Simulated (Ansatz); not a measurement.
# Al55 Mackay icosahedron (55 atoms): a single point

What does DFT give for Al55 Mackay icosahedron (55 atoms) as built?

Calculated with Ansatz 0.2.0; Kohn-Sham DFT, PBE, PAW (set soft_2), plane waves.

Report form: the programs' logs are mostly left out.

## Step 1: The structure

The cell holds 55 atoms: 55 Al. Its edges and angles: a = 21.744 Å, b = 21.744 Å, c = 21.744 Å, α = 90.0°, β = 90.0°, γ = 90.0°. It derives from Al. Mackay icosahedron of 55 atoms at a = 4.05 Å, 12 Å of vacuum; every coordinate displaced by a Gaussian of 0.05 Å. Vacuum lies along a, b and c.

Limits known from the start: The main run has no spin polarisation, so any moments at edges, vacancies or dangling bonds can't form in it. The electron count is odd and the run has no spin polarisation, so levels at the top are partly filled by construction.

## Step 2: Plane-wave single point

The electrons are solved once, with the atoms held.

File input.yaml:

```yaml
crystal:
  lattice:
    - [21.74432, 0.0, 0.0]
    - [0.0, 21.74432, 0.0]
    - [0.0, 0.0, 21.74432]
  atoms:
    - { symbol: Al, position: [0.50348, 0.49805, 0.49666] }
    - { symbol: Al, position: [0.61, 0.50197, 0.42807] }
    - { symbol: Al, position: [0.61179, 0.49928, 0.56723] }
    - { symbol: Al, position: [0.38639, 0.49763, 0.43213] }
    - { symbol: Al, position: [0.39073, 0.49661, 0.5656] }
    - { symbol: Al, position: [0.42819, 0.61628, 0.49857] }
    - { symbol: Al, position: [0.5684, 0.60827, 0.50408] }
    - { symbol: Al, position: [0.42868, 0.3868, 0.49785] }
[... 43 atom lines left out ...]
    - { symbol: Al, position: [0.43084, 0.68122, 0.38739] }
    - { symbol: Al, position: [0.56814, 0.68116, 0.38955] }
    - { symbol: Al, position: [0.43137, 0.31658, 0.38929] }
    - { symbol: Al, position: [0.57043, 0.31535, 0.38899] }
kpoints:
  mp_grid: { grid: [1, 1, 1] }
hamiltonian:
  xc: pbe
scf:
  occupations: { method: fermi_dirac, width: 0.1 }
output:
  forces: true
  populations: intrinsic
  dos:
    method: { smearing: { sigma: 0.15 } }
    de: 0.1
    projected: { site_lists: { Al: [Al] } }
  eigenvalues: true
  write_density: true
  write_potential: true
  volumetric_format: npy
```

Started as:

```bash
ansatz run input.yaml --threads 4 --pin off --max-ram 8192MiB --backend cpu --events-out ev --progress --plain --runs-dir out
```

It took 52 s on 4 threads of Arm Neoverse V2, shared host; peak memory 5.9 GiB.

The program notes that the exchange-correlation potential is rough where the density is thin.

The run gave:

| Quantity | Value |
| --- | --- |
| free energy | -29526.7920 eV |
| free energy per atom | -536.8508 eV/atom |
| SCF cycles | 9 |
| r.m.s. force component | 0.283 eV/Å |
| longest force | 1.106 eV/Å |
| Fermi energy | -2.872 eV |
| levels partly filled by over 2 per cent | 20 |

Neighbours are counted within 3.52 Å (Al-Al).

Length of the force by element and coordination:

```tsv
element	coordination	atoms	mean length of the force (eV/Å)	spread	least	most
Al	all	55	0.443	0.209	0.078	1.11
Al	6	12	0.629	0.127	0.434	0.824
Al	8	30	0.330	0.0743	0.176	0.458
Al	12	13	0.533	0.296	0.078	1.11
```

Intrinsic-atomic-orbital charges by element and coordination:

```tsv
element	coordination	atoms	mean charge (e)	spread	least	most
Al	all	55	0	0.0333	-0.0851	0.07
Al	6	12	0.0592	0.0071	0.05	0.07
Al	8	30	-0.0165	0.0052	-0.0264	-0.0037
Al	12	13	-0.0166	0.0211	-0.0851	0.0063
```

Density of states as counts of states in windows of 0.5 eV (from the Fermi level), total and the larger projections:

```tsv
from (eV)	to (eV)	total	Al p	Al s
-11	-10.5	0.0	0.0	0.0
-10.5	-10	1.0	0.3	0.7
-10	-9.5	1.0	0.3	0.7
-9.5	-9	3.5	1.7	1.9
-9	-8.5	2.5	1.2	1.3
-8.5	-8	3.1	1.7	1.4
-8	-7.5	8.8	4.8	4.0
-7.5	-7	1.4	0.8	0.6
-7	-6.5	6.4	3.6	2.7
-6.5	-6	8.0	4.7	3.3
-6	-5.5	5.2	3.0	2.1
-5.5	-5	10.3	6.1	4.0
-5	-4.5	6.8	3.8	2.9
-4.5	-4	4.5	1.8	2.6
-4	-3.5	17.4	8.0	9.2
-3.5	-3	12.1	6.1	5.8
-3	-2.5	2.2	1.2	1.0
-2.5	-2	15.9	10.6	4.9
-2	-1.5	20.8	12.2	8.2
-1.5	-1	12.2	9.9	1.9
-1	-0.5	5.3	3.5	1.6
-0.5	0	13.6	10.2	3.0
0	0.5	29.7	20.3	8.4
0.5	1	12.4	10.9	0.8
1	1.5	15.5	12.6	2.2
1.5	2	14.0	10.6	2.7
```

The levels nearest the highest filled one (over half full), pooled over k-points and spins:

```tsv
level less the highest filled one (eV)	occupation
-0.308	1.95
-0.266	1.93
-0.111	1.69
-0.0683	1.56
-0.0162	1.36
0	1.28
0.0992	0.799
0.114	0.727
0.129	0.66
0.154	0.554
0.178	0.465
0.183	0.447
```

Valence density in the ac plane at fractional y = 0.494, with atoms of Al within 0.2 Å of it. It is the smooth field of the valence electrons, not physical close to the nuclei.

Ten even steps from '0' (0.00 e/Å³) to '9' (0.22 e/Å³), each cell a mean:
```
00000000000000000000000000000000000000000000
00000000000000000000000000000000000000000000
00000000000000000000000000000000000000000000
00000000000000000000000000000000000000000000
00000000000000001110000000000000000000000000
00000000000112355554311000000000000000000000
00111111234456874358754332211111100000000000
24666655567766777777666665555666632000000000
47644676667655557776556776677545763100000000
35777777887777666666677778887777642100000000
24678778963368877777886337988887531000000000
36655688888888986458998878888645763100000000
35766799988888886569998777788766752100000000
13567779953368778888886337987787531000000000
35776788988776667776678889888766752100000000
47744687777654457776556777677645763100000000
13566655556555676678766665444555421000000000
00011111122234675457643322110000000000000000
00000000000001244543210000000000000000000000
00000000000000000000000000000000000000000000
00000000000000000000000000000000000000000000
00000000000000000000000000000000000000000000
00000000000000000000000000000000000000000000
00000000000000000000000000000000000000000000
```
Columns run along a (16.0 Å, from fractional 0.22 to 0.95 of the cell), rows up along c (21.7 Å). Atoms in or near the plane, at fractional coordinates: Al at (0.50, 0.50), Al at (0.61, 0.43), Al at (0.61, 0.57), Al at (0.39, 0.43), Al at (0.39, 0.57), Al at (0.72, 0.36), Al at (0.72, 0.50), Al at (0.72, 0.64), Al at (0.28, 0.36), Al at (0.28, 0.50), Al at (0.27, 0.64), Al at (0.50, 0.72), Al at (0.50, 0.28).

Electrostatic potential energy in the ac plane at fractional y = 0.494, with atoms of Al within 0.2 Å of it. With pseudopotentials it is smooth inside the atoms' cores, unlike the true potential.

Values in eV, 13 rows by 16 columns, each cell a mean:
```
  1   1   1   1   1   1   1   1   1   1   1   1   1   1   1   1
  1   1   1   1   1   1   1   1   1   1   1   1   1   1   1   1
  1   1   1   1   1   0  -1   0   1   1   1   1   1   1   1   1
  0  -1   0   0  -1 -12 -16  -5  -1   0   0  -1   1   1   1   1
-10 -16  -8  -3  -2  -3  -5  -1  -3  -3 -14 -15  -3   1   1   1
 -3  -9  -5 -15 -15  -3  -4  -6 -16 -13  -6  -8  -1   1   1   1
 -9 -16 -10  -9  -8 -11 -16  -9  -9  -5 -14 -16  -3   1   1   1
 -3  -9  -6 -15 -13  -3  -4  -6 -16 -12  -7  -9  -1   1   1   1
 -8 -14  -9  -2  -2  -3  -7  -2  -3  -2 -12 -13  -3   1   1   1
  0   0   0   0   0 -11 -15  -6   0   0   0   0   1   1   1   1
  1   1   1   1   1   0   0   1   1   1   1   1   1   1   1   1
  1   1   1   1   1   1   1   1   1   1   1   1   1   1   1   1
  1   1   1   1   1   1   1   1   1   1   1   1   1   1   1   1
```
Columns run along a (16.0 Å, from fractional 0.22 to 0.95 of the cell; values clipped at the 3rd and 97th percentile), rows up along c (21.7 Å). Atoms in or near the plane, at fractional coordinates: Al at (0.50, 0.50), Al at (0.61, 0.43), Al at (0.61, 0.57), Al at (0.39, 0.43), Al at (0.39, 0.57), Al at (0.72, 0.36), Al at (0.72, 0.50), Al at (0.72, 0.64), Al at (0.28, 0.36), Al at (0.28, 0.50), Al at (0.27, 0.64), Al at (0.50, 0.72), Al at (0.50, 0.28).

Forces differ by site in this geometry: Al atoms with 6 neighbours bear 0.63 eV/Å on average, against 0.33 eV/Å for those with 8. Intrinsic-atomic-orbital charges run from -0.09 to +0.07 e. Among metals such projection charges depend strongly on the orbitals used and are no measure of ionicity. Within 0.4 eV of the Fermi level the largest share is Al p (72 % of the projected weight).

## Step 3: Distances and neighbours

These statistics describe the geometry on which the runs were made.

Normalised to the volume that the atoms fill. Pair distribution function in bins of 0.1 Å:

```tsv
r (Å)	total
2.55	0.00
2.65	0.12
2.75	2.04
2.85	4.81
2.95	7.71
3.05	6.74
3.15	1.86
3.25	0.00
3.35	0.00
3.45	0.00
3.55	0.00
3.65	0.00
3.75	0.00
3.85	0.00
3.95	0.06
4.05	0.79
4.15	1.52
4.25	0.63
4.35	0.05
4.45	0.00
4.55	0.00
4.65	0.04
4.75	0.65
4.85	2.47
4.95	1.17
5.05	0.51
5.15	1.64
5.25	1.52
5.35	0.27
5.45	0.03
5.55	0.87
5.65	2.64
5.75	1.58
5.85	0.25
5.95	0.12
6.05	0.40
6.15	0.14
6.25	0.02
6.35	0.00
6.45	0.00
6.55	0.00
6.65	0.06
6.75	0.57
6.85	1.11
```

Bonds by pair of elements; cutoffs follow the first minimum of g(r), held within bounds set by covalent radii, and pairs that aren't listed don't count as bonded:

```tsv
pair A-B	cutoff (Å)	bonds	mean length (Å)	spread (Å)	shortest (Å)	B about A	A about B
Al-Al	3.52	234	2.96	0.104	2.65	8.51	8.51
```

How many atoms have how many bonded neighbours:

```tsv
element	mean	6	8	12
Al	8.51	12	30	13
```

Bond length by coordination (bonds to H left out):

```tsv
element	coordination	atoms	mean bond length (Å)
Al	6	12	3.00
Al	8	30	2.97
Al	12	13	2.92
```

The first maximum of g(r) stands at about 2.97 Å. Counting bonds as in the table, 55 % of Al atoms have 8 bonded neighbours. Bonds at Al atoms with 6 neighbours average 3.00 Å, against 2.92 Å at those with 12.

Local excerpt of 13 atoms (numbers count through the whole input) about Al10, which has 12 bonded neighbours where the commonest count for Al is 8; x, y, z are measured from there.

```tsv
atom	x	y	z	distance (Å)	bonds	intrinsic-atomic-orbital charge (e)	Fx	Fy	Fz (eV/Å)
Al10	0.00	0.00	0.00	0.00	12	-0.02	-0.29	0.35	-0.66
Al32	2.32	0.02	1.45	2.73	8	-0.02	0.06	0.20	-0.17
Al51	1.43	-2.35	-0.02	2.75	8	-0.02	-0.05	0.10	-0.26
Al27	-0.06	1.57	2.34	2.82	8	-0.02	0.07	-0.12	-0.11
Al26	-0.08	-1.44	2.46	2.85	6	0.07	-0.04	0.27	-0.53
Al50	-1.58	-2.39	-0.11	2.87	8	-0.02	0.19	0.27	0.10
Al36	-2.44	0.02	1.50	2.87	8	-0.02	0.07	0.07	-0.37
Al1	0.05	1.53	-2.51	2.94	12	-0.09	-0.48	0.25	0.28
Al9	1.47	-0.82	-2.43	2.96	12	-0.01	-0.08	-0.01	0.00
Al5	-2.40	1.50	-1.01	3.01	12	-0.03	0.27	0.25	0.00
Al3	2.41	1.56	-0.98	3.03	12	0.00	-0.19	0.10	-0.05
Al8	-1.57	-0.89	-2.48	3.07	12	0.01	0.36	0.40	-0.03
Al11	0.08	3.08	0.03	3.08	12	-0.01	-0.60	-0.37	-0.85
```

The column of bonds counts only the pairs Al-Al within 3.52 Å; other neighbours, such as metal atoms beside each other in a compound, aren't counted, and periodic images can show an atom twice.

## Step 4: Support functions low

With localised support functions most steps grow linearly with size, though the diagonalisation grows faster unless the density matrix is cut; this run measures error and cost at this size.

This step: Kohn-Sham DFT, PBE, PAW (set soft_2), localised support functions (low) (Ansatz 0.2.0).

input.yaml, the sections that differ from step 2:

```yaml
scf:
  occupations: { method: fermi_dirac, width: 0.1 }
  eigensolver: { kind: { support_functions: { accuracy: low } } }
  mixing: { beta: 0.2 }
  max_iter: 150
output:
  forces: true
  eigenvalues: true
# crystal, kpoints, hamiltonian: as in step 2
```

Wall time 2 min (4 threads); peak memory 6.8 GiB.

Residual by cycle:

cycle, log10 residual and a bar from the least value:
```
        1        1.9 ##############################
        2        1.8 #############################
        3        1.6 #############################
        4        0.5 ########################
        5        0.1 ######################
        6       -0.7 ###################
        8       -2.1 #############
        9       -2.9 #########
       10       -3.4 #######
       11       -3.6 ######
       12       -4.4 ###
       13       -5.0
```

The run ended with an error.

After 13 cycles the residual stands at 9.1e-6.

The program's message: “Error: the band table holds the support functions' own levels, none solved on their whole grid: all bands hold charge; raise scf.n_extra_bands”

## Step 5: Support functions medium

This step: Kohn-Sham DFT, PBE, PAW (set soft_2), localised support functions (medium) (Ansatz 0.2.0).

input.yaml, the sections that differ from step 4:

```yaml
scf:
  occupations: { method: fermi_dirac, width: 0.1 }
  eigensolver: { kind: { support_functions: { accuracy: medium } } }
  mixing: { beta: 0.2 }
  max_iter: 150
# crystal, kpoints, hamiltonian, output: as in step 4
```

Elapsed: 2.8 min, on 4 threads; peak memory 7.3 GiB.

The run ended with an error after its SCF loop had closed; no result of it is taken.

The program's message: “Error: the band table holds the support functions' own levels, none solved on their whole grid: all bands hold charge; raise scf.n_extra_bands”

## Step 6: Support functions medium, radius 3.94 Å

The radius confines each support function; a larger one gives more freedom and more work per atom.

input.yaml, the sections that differ from step 5:

```yaml
scf:
  occupations: { method: fermi_dirac, width: 0.1 }
  eigensolver: { kind: { support_functions: { accuracy: medium, radius: 3.94 } } }
  mixing: { beta: 0.2 }
  max_iter: 150
# crystal, kpoints, hamiltonian, output: as in step 5
```

Elapsed: 0.63 s, on 4 threads; peak memory 0.73 GiB.

The program refuses radii under 4.41 Å for these atoms at this level.

Runs without a result: support functions low (error); support functions medium (error).

## Step 7: What came out

```yaml
free_energy_per_atom: -536.8508 eV/atom
r_m_s_force_component: 0.283 eV/Å
wall_time_of_the_3_dft_runs: 5.7 min
```

What this shows: 20 levels are partly filled, by over 2 % (at Γ alone): no clear gap opens at this level. Forces differ by site in this geometry: Al atoms with 6 neighbours bear 0.63 eV/Å on average, against 0.33 eV/Å for those with 8. Counting bonds as in the table, 55 % of Al atoms have 8 bonded neighbours.

What to keep in mind: The geometry was built by rule, was displaced at random and isn't relaxed at this level: its force components are 0.28 eV/Å r.m.s.

[Logs are printed without paths, hosts, clocks, repeated set-up lines and the standing remarks that a program may print on its own settings, such as how far it seeks lower states.]

[Hosts, paths, dates, database ids (printed as entryN), source tags and the programs' standing remarks are cut or masked in the printed files.]
